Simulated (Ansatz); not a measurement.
# Knight shifts in Mo

Wanted: spin susceptibility and spin part of the Knight shift of Mo, from the response to a Zeeman field.

Calculated with Ansatz 0.2.0; DFT, PBE, plane-wave PAW, default files (PAW set soft_2), collinear spin, scalar-relativistic.

**1. Starting point**

Symmetry: Im-3m, No. 229, cubic system. The conventional cell has a = 3.147 Å, b = 3.147 Å, c = 3.147 Å, α = 90.00°, β = 90.00°, γ = 90.00°. Mo has 8 Mo at 2.73 Å nearest.

The cell is an entry of the Crystallography Open Database; it need not be the form that is stable at ambient conditions.

**2. The crystal in a Zeeman field**

A field acting on the spins alone polarises the electrons at the Fermi level, and through exchange the cores. The spin density that this leaves at a nucleus gives the contact field (2μ₀/3) μB ρ_s, and its ratio to B is the isotropic contact shift K; the spin-dipolar anisotropy is not included. The field, 300 T, is far above laboratory fields so that the moment stands clear of numerical noise; it splits the spins by 35 meV, against a smearing of 100 meV. The net moment comes from states near the Fermi level, so the mesh must be dense.

input.yaml reads:

```yaml
crystal:
  lattice:
    - [-1.573415, 1.573415, 1.573415]
    - [1.573415, -1.573415, 1.573415]
    - [1.573415, 1.573415, -1.573415]
  atoms:
    - { symbol: Mo, position: [0.0, 0.0, 0.0] }
kpoints:
  mp_grid: { grid: [29, 29, 29] }
scf:
  lower_state_search: "off"
  occupations: { method: fermi_dirac, width: 0.1 }
  convergence: { dr2_threshold: 1.0e-10 }
hamiltonian:
  xc: pbe
output:
  efg: { contact_densities: true, quadrupole_moments_barn: { Mo: -0.022 } }
  forces: true
  dos: { de: 0.02 }
  write_density: true
  write_potential: true
  elf: true
  volumetric_format: npy
magnetization:
  spin_polarized: true
  magnetic_field: 300
```

Command:

```
$ ansatz run input.yaml --threads 2 --pin off --max-ram 4096MiB --backend cpu --events-out ev --progress --plain --runs-dir out
```

Numbers of over 12 decimals in the logs are rounded to 6 here.

Log:

```text
[a pick of lines, long numbers rounded; other set-up, energy and force rows are left out]
Functional definition: PBE
Basis set: ecut = 420 eV, 321 PW (Γ), exchange–correlation on 40×40×40 points (8 copies of the dense FFT grid, shifted against one another)
Symmetry: 48 space group operations
k-points: 680 of 24389
SCF iter   1: F=—  HF=-4956.644632 eV  |F-HF|=—  |Δ(HF+E_count)|=         —  Δρ=5.33e-2 (↑5.29e-2 ↓5.33e-2)  dr2=1.75e0  dr2_m=2.04e-5  M=0.010 μB ∫|m|=0.010 μB  β_m=1.00  ethr=3.10e-3  ⟨swp⟩=5.1  Hψ=96748  notcnv=0  defer=2
preconditioner: auto → none  [metal: Δε(μ)=0.007 eV  Ē_g=11.963 eV  σ=0.100 eV  W_gap=0.02  n_scr=0 (ndim 8)  ℏωp=23.0 eV  f_vac=0.000  D(μ)=0.55/eV (n_scr^D=0)]
SCF iter   2: F=—  HF=-4955.012120 eV  |F-HF|=—  |Δ(HF+E_count)|=    1.63e0  Δρ=6.18e-2 (↑4.57e-2 ↓6.18e-2)  dr2=2.13e-1  dr2_m=3.60e-1  M=1.260 μB ∫|m|=1.260 μB  ethr=3.10e-3  ⟨swp⟩=2.9  Hψ=43603  notcnv=0  defer=739
SCF iter   3: F=—  HF=-4955.938505 eV  |F-HF|=—  |Δ(HF+E_count)|=         —  Δρ=5.84e-2 (↑5.84e-2 ↓3.80e-2)  dr2=3.65e-1  dr2_m=2.42e-1  M=0.246 μB ∫|m|=0.246 μB  β_m=0.30  ethr=1.52e-3  ⟨swp⟩=1.2  Hψ=17528  notcnv=0  defer=739
SCF iter   4: F=—  HF=-4955.939674 eV  |F-HF|=—  |Δ(HF+E_count)|=   1.17e-3  Δρ=3.86e-2 (↑3.86e-2 ↓2.99e-2)  dr2=9.74e-2  dr2_m=1.33e-1  M=0.197 μB ∫|m|=0.197 μB  β_m=0.30  ethr=1.52e-3  ⟨swp⟩=2.6  Hψ=29059  notcnv=0  defer=739
SCF iter   5: F=—  HF=-4955.967719 eV  |F-HF|=—  |Δ(HF+E_count)|=   2.80e-2  Δρ=2.42e-2 (↑2.28e-2 ↓2.42e-2)  dr2=8.00e-3  dr2_m=7.31e-2  M=0.159 μB ∫|m|=0.159 μB  β_m=0.30  ethr=6.96e-4  ⟨swp⟩=2.3  Hψ=29342  notcnv=0  defer=739
SCF iter   6: F=—  HF=-4955.993543 eV  |F-HF|=—  |Δ(HF+E_count)|=   2.58e-2  Δρ=1.73e-2 (↑1.73e-2 ↓1.69e-2)  dr2=1.63e-4  dr2_m=4.18e-2  M=0.124 μB ∫|m|=0.124 μB  β_m=0.30  ethr=5.71e-5  ⟨swp⟩=2.0  Hψ=26975  notcnv=0  defer=730
SCF iter   7: F=—  HF=-4956.008651 eV  |F-HF|=—  |Δ(HF+E_count)|=   1.51e-2  Δρ=1.30e-2 (↑1.30e-2 ↓1.30e-2)  dr2=1.36e-5  dr2_m=2.40e-2  M=0.099 μB ∫|m|=0.099 μB  β_m=0.30  ethr=1.17e-6  ⟨swp⟩=2.1  Hψ=23865  notcnv=0  defer=730
SCF iter   8: F=—  HF=-4956.017412 eV  |F-HF|=—  |Δ(HF+E_count)|=   8.76e-3  Δρ=9.88e-3 (↑9.83e-3 ↓9.88e-3)  dr2=2.49e-6  dr2_m=1.39e-2  M=0.079 μB ∫|m|=0.079 μB  β_m=0.30  ethr=9.69e-8  ⟨swp⟩=2.0  Hψ=26790  notcnv=0  defer=730
SCF iter   9: F=—  HF=-4956.022489 eV  |F-HF|=—  |Δ(HF+E_count)|=   5.08e-3  Δρ=7.50e-3 (↑7.50e-3 ↓7.50e-3)  dr2=1.11e-7  dr2_m=8.04e-3  M=0.064 μB ∫|m|=0.064 μB  β_m=0.65  ethr=1.78e-8  ⟨swp⟩=2.0  Hψ=27055  notcnv=0  defer=730
SCF iter  10: F=—  HF=-4956.029604 eV  |F-HF|=—  |Δ(HF+E_count)|=   7.11e-3  Δρ=2.35e-4 (↑2.16e-4 ↓2.35e-4)  dr2=3.06e-6  dr2_m=6.57e-6  M=0.015 μB ∫|m|=0.015 μB  β_m=0.70  ethr=7.91e-10  ⟨swp⟩=4.2  Hψ=43260  notcnv=0  defer=730
SCF iter  11: F=—  HF=-4956.029588 eV  |F-HF|=—  |Δ(HF+E_count)|=         —  Δρ=4.91e-4 (↑4.57e-4 ↓4.91e-4)  dr2=5.44e-7  dr2_m=3.20e-5  M=0.011 μB ∫|m|=0.011 μB  β_m=0.70  ethr=7.91e-10  ⟨swp⟩=6.7  Hψ=109307  notcnv=0  defer=309
SCF iter  12: F=—  HF=-4956.029609 eV  |F-HF|=—  |Δ(HF+E_count)|=   2.10e-5  Δρ=2.21e-4 (↑2.21e-4 ↓2.06e-4)  dr2=9.70e-8  dr2_m=6.49e-6  M=0.013 μB ∫|m|=0.013 μB  β_m=0.85  ethr=7.91e-10  ⟨swp⟩=2.0  Hψ=38490  notcnv=0  defer=310
SCF iter  13: F=—  HF=-4956.029615 eV  |F-HF|=—  |Δ(HF+E_count)|=   5.83e-6  Δρ=3.67e-5 (↑2.89e-5 ↓3.67e-5)  dr2=6.11e-7  dr2_m=1.69e-8  M=0.015 μB ∫|m|=0.015 μB  β_m=0.69  ethr=6.93e-10  ⟨swp⟩=2.0  Hψ=27388  notcnv=0  defer=310
SCF iter  14: F=—  HF=-4956.029615 eV  |F-HF|=—  |Δ(HF+E_count)|=   2.38e-7  Δρ=5.94e-6 (↑5.82e-6 ↓5.94e-6)  dr2=6.72e-11  dr2_m=4.92e-9  M=0.015 μB ∫|m|=0.015 μB  β_m=0.84  ethr=6.93e-10  ⟨swp⟩=2.0  Hψ=27339  notcnv=0  defer=310
SCF iter  15: F=-4956.029615 eV  HF=-4956.029615 eV  |F-HF|=9.82e-11  |Δ(HF+E_count)|=   1.02e-8  Δρ=6.04e-7 (↑6.04e-7 ↓5.85e-7)  dr2=1.10e-12  dr2_m=4.93e-11  M=0.015 μB ∫|m|=0.015 μB  β_m=0.92  ethr=1.00e-12  ⟨swp⟩=7.1  Hψ=73207  notcnv=0
SCF iter  16: F=-4956.029615 eV  HF=-4956.029615 eV  |F-HF|=2.73e-12  |Δ(HF+E_count)|=  1.29e-10  Δρ=8.22e-8 (↑7.70e-8 ↓8.22e-8)  dr2=2.17e-14  dr2_m=8.96e-13  M=0.015 μB ∫|m|=0.015 μB  β_m=0.96  ethr=1.00e-12  ⟨swp⟩=3.0  Hψ=65041  notcnv=0
SCF iter  17: F=-4956.029615 eV  HF=-4956.029615 eV  |F-HF|=0.00e0  |Δ(HF+E_count)|=  3.64e-12  Δρ=3.75e-9 (↑3.75e-9 ↓3.32e-9)  dr2=1.49e-15  dr2_m=7.79e-16  M=0.015 μB ∫|m|=0.015 μB  ethr=1.00e-12  ⟨swp⟩=3.0  Hψ=58638  notcnv=0
SCF converged after 17 iterations
Magnetization: 0.0146 μB (7.0073 up, 6.9927 down)
Absolute magnetization: 0.0146 μB (∫|ρ↑−ρ↓|, with the PAW one-centre terms)
Per-site moments (μB) at R_I (Å): [(0.011057, 1.124159)]
Free energy (F): -4956.029615 eV
Fermi energy:    21.187140 eV
--- Forces (eV/Å), atoms counted from 1 ---
--- PAW observables at the nuclei: V_zz in 10²¹ V/m², potentials from the cell's mean, atoms counted from 1 ---
  atom   1  Mo V_zz =    +0.000000   η = 0.0000   by run symmetry: forbidden   C_q = -0.0000 MHz
            electrostatic potential = -6363.014635 V   contact ρ = 595277.349471 e/Å³   contact ρ_s (e/Å³): all electrons +0.002429, valence +0.016841
--- Band table (eV; the first three rows and the last of 1360) ---
  k-point 0 ↑: bands = ["-40.1176", "-13.3701", "-13.3701", "-13.3701", "13.9259", "19.7929", "19.7929", "19.7929", "22.8297", "22.8297", "35.8617", "35.8617", "35.8617"]
  k-point 1 ↑: bands = ["-40.1145", "-13.3879", "-13.3756", "-13.3703", "13.9793", "19.7625", "19.7886", "19.8426", "22.7828", "22.8304", "35.9026", "35.9499", "35.9692"]
  k-point 2 ↑: bands = ["-40.1054", "-13.4402", "-13.3917", "-13.3707", "14.1365", "19.6742", "19.7727", "19.9912", "22.6573", "22.8332", "36.0166", "36.2116", "36.2711"]
  k-point 679 ↓: bands = ["-39.6201", "-14.3013", "-14.2981", "-14.2981", "15.7610", "15.7704", "25.1201", "25.1201", "25.1799", "30.2066", "30.3945", "30.3945", "40.9974"]
```

The job ended after 40 s (2 threads of Arm Neoverse N1, shared host; peak memory 0.53 GiB; 60 s of CPU time).

The moment is 0.0146 μB a cell, a spin susceptibility of 27.1 × 10⁻⁶ emu per mole of atoms. With 7.769 T for 1 e/Å³:

| site | nucleus | contact shift (ppm) | from valence states | rest (mostly cores) |
| --- | --- | --- | --- | --- |
| Mo | 95Mo | 63 | 436 | -373 |

The split depends on the files: semicore shells that they treat as valence count in the first part.

**3. Is the response linear?**

The shift is a ratio that holds only while the moment grows in step with the field, so the field is doubled.

Edit input.yaml of step 2 so:

```diff
@@ -18,9 +18,4 @@
   forces: true
-  dos: { de: 0.02 }
-  write_density: true
-  write_potential: true
-  elf: true
-  volumetric_format: npy
 magnetization:
   spin_polarized: true
-  magnetic_field: 300
+  magnetic_field: 600
```

Log:

```text
[a pick of lines, long numbers rounded; other set-up, energy and force rows are left out]
[...]
Basis set: ecut = 420 eV, 321 PW (Γ), exchange–correlation on 40×40×40 points (8 copies of the dense FFT grid, shifted against one another)
[... 1 set-up line as in the run before ...]
k-points: 680 of 24389
[...]
SCF converged after 17 iterations
Magnetization: 0.0291 μB (7.0146 up, 6.9854 down)
Absolute magnetization: 0.0291 μB (∫|ρ↑−ρ↓|, with the PAW one-centre terms)
Per-site moments (μB) at R_I (Å): [(0.022078, 1.124159)]
Free energy (F): -4956.029994 eV
Fermi energy:    21.186776 eV
--- Forces (eV/Å), atoms counted from 1 ---
[...]
atom   1  Mo V_zz =    -0.000000   η = 0.0000   by run symmetry: forbidden   C_q = +0.0000 MHz
[...]
```

Run time: 33 s. Hardware: 2 threads; peak memory 0.52 GiB; 50 s of CPU time.

The moment goes from 0.0146 to 0.0291 μB, a factor of 2.00, and the shift of Mo from 63 to 67 ppm. The response is linear on all sites, to 3 % of the larger of shift and valence part or 3 ppm; the largest move is +4 ppm, on Mo.

**4. How settled the numbers are**

Each row names what differs in the settings from the first run, the PAW files staying the same unless named (PBE, default files (PAW set soft_2), mesh 29×29×29, fermi dirac smearing of 0.1 eV, cutoff 420 eV, 300 T). Shifts in ppm; times on 2 threads of Arm Neoverse N1, shared host.

| run | time | χ_s (10⁻⁶ emu/mol) | Mo |
| --- | --- | --- | --- |
| first run | 40 s | 27.1 | 63 |
| mesh 36×36×36 | 60 s | 26.4 | 126 |
| 1000 T | 32 s | 27.0 | 76 |
| fermi dirac 0.2 eV | 34 s | 27.3 | 212 |
| r2SCAN, cutoff 500 eV | 80 s | 26.0 | -67 |
| mesh 10×10×10 | 5.1 s | 43.3 | -169 |

**5. Outcome**

```yaml
95mo_contact_shift: 63 ppm
spin_susceptibility: 27.1 × 10⁻⁶ emu per mole of atoms
```

The spin part of the Knight shift is 63 ppm on Mo in the first run. Widening the smearing to 0.2 eV changes the shift of Mo by +149 ppm. The finer mesh 36×36×36 changes the shift of Mo by +63 ppm; at least one site moves by over 5 %, so the first run is not converged in the mesh. Another functional changes the shift of Mo by -130 ppm (r2SCAN, with its higher cutoff). Over the rows of this table on the first cell the shift spans -169 to 212 ppm on Mo. On Mo the runs differ even in sign. On Mo the cores give a negative part that nearly cancels the valence part, as is usual where d states carry the induced moment. 1 further run of this session (failed, refused or on trial settings) is not shown. The orbital shift is left out; on d- and f-block metals such as Mo it can be large.

[Logs are printed without paths, hosts, clocks, repeated set-up lines and the standing remarks that a program may print on its own settings, such as how far it seeks lower states.]

[Hosts, paths, dates, database ids (printed as entryN), source tags and the programs' standing remarks are cut or masked in the printed files.]
